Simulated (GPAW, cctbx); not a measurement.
# Reading charge transfer from structure factors

BaTi2Bi2, I4/mmm (no. 139), a = 4.4133 Å, b = 4.4133 Å, c = 14.9890 Å, α = 90.00°, β = 90.00°, γ = 90.00°.

| atom | mult. | x | y | z |
| --- | --- | --- | --- | --- |
| Bi1 | 4 | 0 | 0 | 0.3720 |
| Ba1 | 2 | 0 | 0 | 0 |
| Ti1 | 4 | 1/2 | 0 | 1/4 |

The cell comes from substitution in a known structure type and wasn't matched to any measured phase.

Absolute values of the static structure factors of the conventional cell from DFT (PBE, GPAW) against free spherical atoms, in electrons:

```csv
hkl,d (Å),free atoms,crystal
002,7.495,12.02,11.57
101,4.234,113.58,113.72
004,3.747,131.24,131.10
103,3.308,316.99,317.12
110,3.121,319.18,319.55
112,2.881,149.05,149.01
006,2.498,56.80,56.49
105,2.480,267.65,267.41
114,2.398,251.98,251.47
200,2.207,418.75,417.62
```

**Question.** Which way does charge move, and which reflections show it best?

Project each element's phase sum on the total phase. At low angle |F| should rise if density moves to atoms that scatter in phase and fall if it moves to atoms that scatter against it.

| hkl | Bi in phase | Ba in phase | Ti in phase | change (e) | (%) |
| --- | --- | --- | --- | --- | --- |
| 002 | -0.2 | +2.0 | -4.0 | -0.45 | -3.7 |
| 101 | +2.8 | -2.0 | 0.0 | +0.14 | +0.1 |
| 004 | +4.0 | -2.0 | -4.0 | -0.14 | -0.1 |
| 103 | +3.0 | +2.0 | 0.0 | +0.13 | 0.0 |
| 110 | +4.0 | +2.0 | -4.0 | +0.37 | +0.1 |
| 112 | -0.2 | +2.0 | +4.0 | -0.04 | 0.0 |
| 006 | +0.5 | +2.0 | -4.0 | -0.31 | -0.5 |
| 105 | +2.6 | +2.0 | 0.0 | -0.24 | -0.1 |

Low-angle reflections that set elements apart and change by more than 0.05 e: 002, 101, 004, 103, 110, 006 and 105. The real-space density gives Voronoi charges Bi -0.11, Ba +0.20, Ti +0.02 e. The signs that these charges predict hold for 002, 101, 110, 006 and 105 and fail for 004 and 103, so the simple rule can't give the direction here. The reflections see the density near the nuclei and the atoms' change of size and shape; Voronoi cells count what crosses the midplanes.

[Outputs are excerpts: Python notices, other lines and further rows are left out; steps that failed or that the build refused (PBEsol, TPSS) are not shown.]

[Logs are printed without paths, hosts, clocks, repeated set-up lines and the standing remarks that a program may print on its own settings, such as how far it seeks lower states.]
